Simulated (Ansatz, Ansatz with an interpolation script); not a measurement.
# SiO2 (Cristobalite): quasiparticle bands by Wannier interpolation, part 2 of 2

Wanted: quasiparticle gap and band widths of SiO2 (Cristobalite) over the whole zone.

Ansatz 0.2.0; LDA, Wannier functions and G0W0, plane waves, PAW. Known limits of the many-body steps: not at the basis limit; coarse k mesh.

So far. Step 2 (LDA bands): The gap is direct, at Γ.

The database entry behind the starting cell lists a temperature of 340 K, so it need not match the best structure at ambient conditions.

### 3. Wannier functions (O:2p Si:3s Si:3p) on 8×8×4

Localised functions give a small Hamiltonian that interpolates between mesh points at no cost.

This step: maximally localised Wannier functions, LDA, plane waves, PAW; PAW set soft_1.

Contents of input.yaml:

```yaml
crystal:
  lattice:
    - [4.982, 0.0, 0.0]
    - [0.0, 4.982, 0.0]
    - [0.0, 0.0, 6.963]
  atoms:
    - { symbol: Si, position: [0.29897, 0.29897, 0.0] }
    - { symbol: Si, position: [0.20103, 0.79897, 0.25] }
    - { symbol: Si, position: [0.70103, 0.70103, 0.5] }
    - { symbol: Si, position: [0.79897, 0.20103, 0.75] }
    - { symbol: O, position: [0.23989, 0.10347, 0.17813] }
    - { symbol: O, position: [0.39653, 0.73989, 0.42813] }
    - { symbol: O, position: [0.76011, 0.89653, 0.67813] }
    - { symbol: O, position: [0.60347, 0.26011, 0.92813] }
    - { symbol: O, position: [0.73989, 0.39653, 0.57187] }
    - { symbol: O, position: [0.89653, 0.76011, 0.32187] }
    - { symbol: O, position: [0.26011, 0.60347, 0.07187] }
    - { symbol: O, position: [0.10347, 0.23989, 0.82187] }
kpoints:
  mp_grid: { grid: [4, 4, 2] }
hamiltonian:
  xc: lda
  pseudopotentials: { kind: paw, azcp: { folder: soft_1 }, xc_functional: pbe }
scf:
  occupations: { method: fixed }
  n_extra_bands: 91
output:
  wannier:
    kmesh: [8, 8, 4]
    projections:
      - { species: O, l: p, shell: 2 }
      - { species: Si, l: s, shell: 3 }
      - { species: Si, l: p, shell: 3 }
    minimise: true
    write_hr: true
    seedname: w
    conv_tol: 1.0e-06
    max_iter: 20000
    stability_check: false
    disentanglement:
      window: [-2.45, 17.57]
      frozen_window: [-2.45, 9.51]
      conv_tol: 1.0e-08
```

Launch:

```
$ ansatz run input.yaml --threads 3 --pin off --max-ram 92160MiB --backend cuda --events-out ev --progress --plain --runs-dir out --devices 1 --max-vram 13GiB
```

Numbers of over 12 decimals in the logs are rounded to 6 here.

The program printed:

```text
[...]
GPUs: using 1 of 1 available (devices: 1).
[...]
GPU FFT provider: cuFFT
GPU libraries: cuBLAS 13.8.2, cuFFT 12.4.0, cuSOLVER 12.3.4
Crystal: 12 atoms, lattice volume = 172.824 Å³
Basis set: ecut = 420 eV, 3387 PW (Γ)
Bands: 123, of which v1, the nominal top of the filled ones, is band 32 counted from 1 (31 counted from 0)
Symmetry: 8 space group operations
[...]
k-points: 12 of 32
[...]
GPU buffer pool allocated for 62208 grid points (all kernels)
[...]
SCF iter   1: F=—  HF=-6897.478250 eV  |F-HF|=—  |Δ(HF+E_count)|=         —  Δρ=1.20e-1  dr2=2.22e1  ethr=3.10e-3  ⟨swp⟩=5.1  Hψ=5446  notcnv=0  defer=1047
[...]
SCF iter   7: F=-6890.781777 eV  HF=-6890.781777 eV  |F-HF|=7.25e-9  |Δ(HF+E_count)|=   7.05e-7  Δρ=4.29e-6  dr2=2.17e-8  ethr=1.56e-10  ⟨swp⟩=17.8  Hψ=14719  notcnv=0
SCF 1 converged in 7 iterations: F = -6890.781777 eV  dr2 = 2.17e-8
[...]
NSCF: frozen V_eff on 12 k-points
the band table was solved once the SCF had ended and its energy, with any forces and stress, was formed, with the checks that follow a solve (5823 applications of the Hamiltonian). They found nothing against the state; the energy, forces and stress were not computed again (output.eigenvalues in the input reference)
[...]
the Wannier pass solved 48 of the 256 points of its mesh, and has the states at the others by symmetry: states obtained by the crystal's operations at points that were solved too leave a residual of 5.39e-13 eV (read by the count's bands and the next), within 6.67e-6 eV
SCF converged after 7 iterations
Free energy (F): -6890.781777 eV
[...]
Internal energy: -6890.781777 eV  (E = F + TS)
E sigma→0 (E₀):  -6890.781777 eV
Fermi energy:    0.989490 eV
[...]
--- Band table (eV; the first three rows and the last of 12) ---
  k-point 0: bands = [... 28 lower, 0.3263, 0.7216, 0.7216, 0.9895, 6.5098, 9.5953, 9.5953, 10.0235, ... 87 higher]
  k-point 1: bands = [... 28 lower, 0.4748, 0.4748, 0.5914, 0.5914, 7.7385, 7.7385, 10.2349, 10.2349, ... 87 higher]
  k-point 2: bands = [... 28 lower, 0.2650, 0.5142, 0.6620, 0.8028, 7.1320, 9.7322, 9.7660, 10.0624, ... 87 higher]
  k-point 11: bands = [... 28 lower, 0.3490, 0.3490, 0.3490, 0.3490, 10.0023, 10.0023, 10.0023, 10.0023, ... 87 higher]
Wannier search: line search 1 of at most 20000: gauge-dependent spread (as the search counts it) 284.9638234 Å², largest recent change 4.1e1 Å² against conv_tol 1.0e-6 Å², 0 stops escaped
[...]
```

Run time: 94 s. Hardware: 1 × NVIDIA H100 80GB HBM3 (shared by 6 runs) with 3 threads of AMD EPYC 7R13 (Zen 3), shared host; peak memory 1.4 GiB; 2.5 min of CPU time.

This step gave:

```yaml
gauge_invariant_spread: 75.94 Å²
diagonal_spread: 0.07656 Å²
off_diagonal_spread: 10.42 Å²
total_spread: 86.44 Å²
least_projectability: 2.78e-9
localisation_steps: 1745
disentanglement_steps: 342
r_m_s_interpolation_error: 2.80e-4 eV
r_m_s_error_near_the_gap: 2.74e-4 eV
```

Near the gap the model misses directly solved bands by 0.3 meV r.m.s. and by 3 meV at most in the window tested. This tests the starting bands, not the corrections carried with them.

Wannier functions, by row:

```csv
function,x (Å),y (Å),z (Å),spread (Å²),nearest atom,distance (Å)
1,1.203,0.508,1.247,0.986,O5,0.013
2,1.192,0.483,1.218,0.99,O5,0.04
3,-2.715,1.05,2.763,4.6,O5,1.937
4,1.983,3.694,2.988,0.986,O6,0.013
5,3.541,0.224,7.985,4.6,O8,1.937
6,2.008,3.683,2.959,0.99,O6,0.04
7,3.779,4.474,4.729,0.985,O7,0.013
8,3.79,4.499,4.7,0.99,O7,0.04
9,6.423,4.758,4.504,4.6,O6,1.937
10,2.999,1.288,6.47,0.986,O8,0.013
11,2.715,3.932,6.245,4.6,O7,1.937
12,2.974,1.299,6.44,0.99,O8,0.04
13,3.694,1.983,3.975,0.986,O9,0.013
14,3.683,2.008,4.004,0.99,O9,0.04
15,1.05,2.267,4.2,4.6,O12,1.937
16,4.474,3.779,2.234,0.986,O10,0.013
17,4.758,6.423,2.459,4.6,O9,1.937
18,4.499,3.79,2.263,0.99,O10,0.04
19,1.288,2.999,0.493,0.986,O11,0.013
20,1.299,2.974,0.523,0.99,O11,0.04
21,3.932,2.715,0.718,4.6,O10,1.937
22,0.508,1.203,5.716,0.986,O12,0.013
23,0.224,-1.441,5.941,4.6,O11,1.937
24,0.483,1.192,5.745,0.99,O12,0.04
25,1.598,2.1,-0.677,2.127,Si1,0.918
26,0.391,4.089,1.064,2.127,Si2,0.918
27,2.882,3.384,4.158,2.127,Si3,0.918
28,4.591,0.893,4.545,2.127,Si4,0.918
29,2.1,1.598,0.677,2.127,Si1,0.918
30,0.64,1.575,0.316,2.102,Si1,0.911
31,1.575,0.64,-0.316,2.102,Si1,0.911
32,0.893,4.591,2.418,2.127,Si2,0.918
33,1.851,4.066,1.424,2.102,Si2,0.911
34,0.916,3.131,2.057,2.102,Si2,0.911
35,3.384,2.882,2.804,2.127,Si3,0.918
36,4.342,3.407,3.798,2.102,Si3,0.911
37,3.407,4.342,3.165,2.102,Si3,0.911
38,4.089,0.391,5.899,2.127,Si4,0.918
39,3.131,0.916,4.906,2.102,Si4,0.911
40,4.066,1.851,5.539,2.102,Si4,0.911
```

Frozen up to 8.52 eV; above it the model need not follow the bands. The electronic bands at the labelled points (eV, zero at the valence-band top):

```csv
point,band 29,band 30,band 31,band 32,band 33,band 34,band 35,band 36
Γ,-0.66,-0.27,-0.27,0.00,5.52,8.61,8.61,9.03
halfway,-0.72,-0.48,-0.33,-0.19,6.14,8.75,8.79,9.07
X,-0.66,-0.66,-0.47,-0.47,7.56,7.56,9.03,9.03
halfway,-0.66,-0.66,-0.56,-0.56,7.92,7.92,8.90,8.90
M,-0.60,-0.60,-0.56,-0.56,8.51,8.51,8.67,8.67
halfway,-0.87,-0.57,-0.48,-0.30,6.70,8.64,8.96,9.10
Γ,-0.66,-0.27,-0.27,0.00,5.52,8.61,8.61,9.03
halfway,-0.62,-0.46,-0.30,-0.12,5.86,7.84,8.85,9.20
Z,-0.51,-0.51,-0.40,-0.40,6.75,6.75,9.25,9.25
halfway,-0.75,-0.75,-0.25,-0.25,7.17,7.17,9.11,9.11
R,-0.95,-0.95,-0.16,-0.16,7.94,7.94,8.65,8.65
halfway,-0.92,-0.92,-0.29,-0.29,8.32,8.32,8.82,8.82
A,-0.64,-0.64,-0.64,-0.64,9.02,9.02,9.02,9.02
halfway,-0.81,-0.81,-0.28,-0.28,7.57,7.57,9.24,9.24
Z,-0.51,-0.51,-0.40,-0.40,6.75,6.75,9.25,9.25
jump to X,-0.66,-0.66,-0.47,-0.47,7.56,7.56,9.03,9.03
halfway,-0.86,-0.86,-0.27,-0.27,7.71,7.71,8.91,8.91
R,-0.95,-0.95,-0.16,-0.16,7.94,7.94,8.65,8.65
jump to M,-0.60,-0.60,-0.56,-0.56,8.51,8.51,8.67,8.67
halfway,-0.63,-0.63,-0.59,-0.59,8.68,8.68,8.83,8.83
A,-0.64,-0.64,-0.64,-0.64,9.02,9.02,9.02,9.02
```

The same for Kohn-Sham, solved directly:

```csv
point,band 29,band 30,band 31,band 32,band 33,band 34,band 35,band 36
Γ,-0.66,-0.27,-0.27,0.00,5.52,8.61,8.61,9.03
X,-0.66,-0.66,-0.47,-0.47,7.56,7.56,9.03,9.03
M,-0.60,-0.60,-0.56,-0.56,8.51,8.51,8.67,8.67
Γ,-0.66,-0.27,-0.27,0.00,5.52,8.61,8.61,9.03
Z,-0.51,-0.51,-0.40,-0.40,6.75,6.75,9.25,9.25
R,-0.95,-0.95,-0.16,-0.16,7.94,7.94,8.65,8.65
A,-0.64,-0.64,-0.64,-0.64,9.01,9.01,9.01,9.01
Z,-0.51,-0.51,-0.40,-0.40,6.75,6.75,9.25,9.25
X,-0.66,-0.66,-0.47,-0.47,7.56,7.56,9.03,9.03
R,-0.95,-0.95,-0.16,-0.16,7.94,7.94,8.65,8.65
M,-0.60,-0.60,-0.56,-0.56,8.51,8.51,8.67,8.67
A,-0.64,-0.64,-0.64,-0.64,9.01,9.01,9.01,9.01
```

### 4. G0W0 at every point of the mesh: 4×4×2 mesh, 720 empty bands, screening to 150 eV, PAW set soft_1 files

G0W0 replaces the xc potential by the self-energy, built once from these orbitals. Only a window of levels is corrected, while the sums run over the empty bands that the input names.

This step: G0W0 on LDA, plane waves, PAW; PAW set soft_1.

input.yaml, the sections that differ from step 3:

```yaml
scf:
  occupations: { method: fixed }
gw:
  n_empty_bands: 720
  ecut_chi: 150.0
  qp_bands: [v16, c2]
  screening: { model: contour_deformation }
# crystal, kpoints, hamiltonian: as in step 3
# output: removed
```

The program printed:

```text
GPUs: using 1 of 1 available (devices: 1).
[...]
GPU FFT provider: cuFFT
GPU libraries: cuBLAS 13.8.2, cuFFT 12.4.0, cuSOLVER 12.3.4
Crystal: 12 atoms, lattice volume = 172.824 Å³
Basis set: ecut = 420 eV, 3387 PW (Γ)
Bands: 44, of which v1, the nominal top of the filled ones, is band 32 counted from 1 (31 counted from 0)
Symmetry: 8 space group operations
[...]
k-points: 12 of 32
[...]
GPU buffer pool allocated for 62208 grid points (all kernels)
[...]
SCF iter   1: F=—  HF=-6897.476909 eV  |F-HF|=—  |Δ(HF+E_count)|=         —  Δρ=1.20e-1  dr2=2.22e1  ethr=3.10e-3  ⟨swp⟩=4.8  Hψ=2126  notcnv=0  defer=100
[...]
SCF iter   8: F=-6890.781777 eV  HF=-6890.781777 eV  |F-HF|=3.92e-9  |Δ(HF+E_count)|=   1.63e-7  Δρ=2.07e-6  dr2=4.86e-9  ethr=1.56e-10  ⟨swp⟩=14.0  Hψ=2648  notcnv=0
SCF 1 converged in 8 iterations: F = -6890.781777 eV  dr2 = 4.86e-9
[...]
G₀W₀ screening: q 1/12
[... further progress lines ...]
SCF converged after 8 iterations
Free energy (F): -6890.781777 eV
[...]
Internal energy: -6890.781777 eV  (E = F + TS)
E sigma→0 (E₀):  -6890.781777 eV
Fermi energy:    0.989461 eV
[...]
--- Band table (eV; the first three rows and the last of 12) ---
  k-point 0: bands = [... 28 lower, 0.3263, 0.7216, 0.7216, 0.9895, 6.5098, 9.5953, 9.5953, 10.0235, ... 8 higher]
  k-point 1: bands = [... 28 lower, 0.4747, 0.4747, 0.5914, 0.5914, 7.7385, 7.7385, 10.2350, 10.2350, ... 8 higher]
  k-point 2: bands = [... 28 lower, 0.2650, 0.5142, 0.6620, 0.8027, 7.1321, 9.7322, 9.7660, 10.0624, ... 8 higher]
  k-point 11: bands = [... 28 lower, 0.3490, 0.3490, 0.3490, 0.3490, 10.0023, 10.0023, 10.0023, 10.0023, ... 8 higher]
--- G₀W₀: contour deformation, 6 samples at zero and on the imaginary axis and 2 off it, 32 q-points, 720 empty bands' worth ---
  eigenvalues of the whole cell's RPA ε∞ on this k-mesh (on a slab, of 1 + 4πα/V) = 2.1951, 2.2042, 2.2042; static W/v taken at q = 0 is 0.454552
    ik  band        ε_KS         Σx   Σc(E_QP)       V_xc       Z   E_QP_lin       E_QP  E_QP is
     0    17     -2.0262   -24.5514     4.3545   -18.1227  0.7922    -4.1511    -4.1003  root
     0    18     -2.0131   -24.3689     4.2640   -18.0485  0.7951    -4.1180    -4.0695  root
     0    19     -2.0131   -24.3689     4.2640   -18.0485  0.7951    -4.1180    -4.0695  root
     0    20     -1.4516   -24.9287     4.1416   -18.7915  0.7989    -3.4889    -3.4472  root
     0    21     -1.3535   -25.1049     4.3225   -18.7732  0.7945    -3.4068    -3.3627  root
     0    22     -1.0857   -25.0744     4.1958   -18.9093  0.7977    -3.0952    -3.0550  root
     0    23     -0.8600   -25.7523     4.0524   -19.8222  0.8024    -2.7707    -2.7375  root
     0    24     -0.8158   -25.8946     4.0232   -20.0086  0.8036    -2.7104    -2.6784  root
     0    25     -0.8158   -25.8946     4.0232   -20.0086  0.8036    -2.7104    -2.6784  root
     0    26     -0.3417   -25.6208     4.1536   -19.5581  0.8000    -2.2860    -2.2507  root
     0    27     -0.3417   -25.6208     4.1536   -19.5581  0.8000    -2.2860    -2.2507  root
     0    28     -0.2105   -26.1732     4.1106   -20.1896  0.8019    -2.1157    -2.0835  root
     0    29      0.3263   -26.5148     4.0486   -20.6646  0.8040    -1.5035    -1.4752  root
     0    30      0.7216   -26.8486     4.0569   -21.0271  0.8036    -1.0694    -1.0430  root
[...]
11    30      0.3490   -26.3192     4.0423   -20.4750  0.8029    -1.4815    -1.4527  root
    11    31      0.3490   -26.3192     4.0423   -20.4750  0.8029    -1.4815    -1.4527  root
    11    32      0.3490   -26.3192     4.0423   -20.4750  0.8029    -1.4815    -1.4527  root
    11    33     10.0023    -6.5664    -3.5438   -11.8541  0.8595    11.7662    11.7462  root
    11    34     10.0023    -6.5664    -3.5438   -11.8541  0.8595    11.7662    11.7462  root
```

Wall time 3.4 min (1 × NVIDIA H100 80GB HBM3 (shared by 6 runs) with 3 threads); peak memory 1.9 GiB.

This step gave:

```
bands summed                                 : 752
RPA ε∞ on this mesh (eigenvalues)            : 2.195, 2.204, 2.204
plane waves in the screening matrix          : 697
q-points in the mesh                         : 32
G0W0 gap on the mesh                         : 8.687 eV
k of the valence top                         : 0, 0, 0
k of the conduction bottom                   : 0, 0, 0
starting gap on the mesh                     : 5.520 eV
Z at the valence top                         : 0.8045
Z at the conduction bottom                   : 0.8732
least direct G0W0 gap on the computed points : 8.687 eV
```

The gap on the mesh goes from 5.52 eV to 8.69 eV, a correction of +3.17 eV. Between the two edge states, bare exchange in place of the xc potential would open the gap by 10.37 eV, and correlation takes back 7.20 eV.

### 5. Interpolating the corrections

A script adds the corrections, carried to the Wannier functions and back, to the LDA levels, along the path and on a 13×13×9 mesh.

- G0W0 gap over the zone: 8.687 eV
- valence top at: Γ
- conduction bottom at: Γ
- starting gap over the zone: 5.52 eV
- least direct G0W0 gap: 8.687 eV
- G0W0 gap on the mesh: 8.687 eV
- valence width, start: 3.294 eV
- valence width, G0W0: 3.657 eV
- gap by a rigid shift: 8.687 eV

Levels solved directly plus the interpolated quasiparticle correction. Limits: finite bands, cutoff and mesh; coarse k mesh. Quasiparticle bands along the path, in eV, zero at the valence-band top of each set:

```csv
point,band 29,band 30,band 31,band 32,band 33
Γ,-0.73,-0.30,-0.30,0.00,8.69
halfway,-0.81,-0.53,-0.37,-0.21,9.36
X,-0.74,-0.74,-0.53,-0.53,10.94
halfway,-0.73,-0.73,-0.62,-0.62,11.33
M,-0.66,-0.66,-0.61,-0.61,11.98
halfway,-0.99,-0.64,-0.53,-0.33,9.97
Γ,-0.73,-0.30,-0.30,0.00,8.69
halfway,-0.68,-0.52,-0.34,-0.13,9.06
Z,-0.58,-0.58,-0.45,-0.45,10.04
halfway,-0.84,-0.84,-0.28,-0.28,10.52
R,-1.04,-1.04,-0.18,-0.18,11.54
halfway,-1.01,-1.01,-0.32,-0.32,11.89
A,-0.71,-0.71,-0.71,-0.71,12.58
halfway,-0.91,-0.91,-0.31,-0.31,10.96
Z,-0.58,-0.58,-0.45,-0.45,10.04
jump to X,-0.74,-0.74,-0.53,-0.53,10.94
halfway,-0.95,-0.95,-0.31,-0.31,11.17
R,-1.04,-1.04,-0.18,-0.18,11.54
jump to M,-0.66,-0.66,-0.61,-0.61,11.98
halfway,-0.70,-0.70,-0.65,-0.65,12.19
A,-0.71,-0.71,-0.71,-0.71,12.58
```

The same for LDA:

```csv
point,band 29,band 30,band 31,band 32,band 33
Γ,-0.66,-0.27,-0.27,0.00,5.52
X,-0.66,-0.66,-0.47,-0.47,7.56
M,-0.60,-0.60,-0.56,-0.56,8.51
Γ,-0.66,-0.27,-0.27,0.00,5.52
Z,-0.51,-0.51,-0.40,-0.40,6.75
R,-0.95,-0.95,-0.16,-0.16,7.94
A,-0.64,-0.64,-0.64,-0.64,9.01
Z,-0.51,-0.51,-0.40,-0.40,6.75
X,-0.66,-0.66,-0.47,-0.47,7.56
R,-0.95,-0.95,-0.16,-0.16,7.94
M,-0.60,-0.60,-0.56,-0.56,8.51
A,-0.64,-0.64,-0.64,-0.64,9.01
```

Minima of the lowest conduction band, from levels solved directly at the displaced points, plus the interpolated correction; masses are left empty at degenerate points, on flat bands and where the interpolated correction rules the curvature; G0W0 masses are rough. Conduction valleys, by row:

```csv
point,k (reciprocal lattice),valleys in the zone,G0W0 level above the valence top (eV),LDA level above the valence top (eV),G0W0 principal masses (m_e),LDA principal masses (m_e)
Γ,0.000 0.000 0.000,1,8.687,5.52,0.501 0.504 0.504,0.540 0.550 0.550
```

Second differences of levels solved directly at the displaced points, plus the interpolated correction, at the quasiparticle band edges; no spin-orbit coupling; left empty where the band is flat or the interpolated correction rules the curvature. Effective masses, by row:

```csv
carrier,point,Cartesian direction,band,LDA mass (m_e),G0W0 mass (m_e)
hole,Γ,100,32,2.331,2.033
hole,Γ,010,32,2.331,2.033
hole,Γ,001,32,1.613,1.472
hole,Γ,110,32,2.09,1.846
hole,Γ,111,32,1.87,1.676
electron,Γ,100,33,0.549,0.503
electron,Γ,010,33,0.549,0.503
electron,Γ,001,33,0.539,0.501
electron,Γ,110,33,0.549,0.504
electron,Γ,111,33,0.546,0.503
```

Corrections by starting level (eV, on the run's own energy scale, so only their differences matter):

```csv
start,correction
-3.28,−2.10
-3.05,−2.07
-2.89,−2.06
-2.56,−1.97
-2.33,−2.00
-2.21,−1.99
-1.98,−1.96
-1.78,−1.87
-1.44,−1.89
-1.21,−1.88
-0.95,−1.83
-0.66,−1.81
-0.52,−1.80
-0.25,−1.77
-0.17,−1.75
5.52,+1.43
7.17,+1.61
8.74,+1.82
```

### 6. What came out

* LDA gap: 5.52 eV
* G0W0 gap over the zone: 8.69 eV, direct
* least direct G0W0 gap, in the model: 8.69 eV
* GW settings: 4×4×2 mesh, 720 empty bands, screening to 150 eV, PAW set soft_1 files
* known limits: not at the basis limit; coarse k mesh

**Reading.** The Wannier model follows the LDA bands to under 1 meV r.m.s. near the gap. The G0W0 gap over the zone is 8.69 eV, direct, from Γ to Γ; on the mesh alone it is 8.69 eV, nearly the same. The valence width in the model goes from 3.29 eV to 3.66 eV. At the band edge the lightest electron mass is 0.54 m_e at the start and 0.50 m_e in G0W0; the G0W0 masses rest on corrections from the 4×4×2 mesh alone and are rough. Bands and cutoff are finite, so the gap is not at the basis limit. The miss can reach some tenths of an eV and take either sign; the mesh is an error of its own. Above the frozen window of the model the interpolated levels need not meet the computed ones, even at points of the mesh. The 4×4×2 mesh is coarse for this cell (its supercell is 14 Å along the shortest edge). The RPA ε∞ on it, from the LDA start, is 2.20; such meshes misread the long-range screening, most where the gap is narrow.

[Paths, hosts, dates, memory and timing lines, banners, echoed tables and standing remarks are left out of the program output.]

[Logs are printed without paths, hosts, clocks, repeated set-up lines and the standing remarks that a program may print on its own settings, such as how far it seeks lower states.]

[Runs of the session that timed out or met a known fault of the program may be left out.]

[Hosts, paths, dates, database ids (printed as entryN), source tags and the programs' standing remarks are cut or masked in the printed files.]
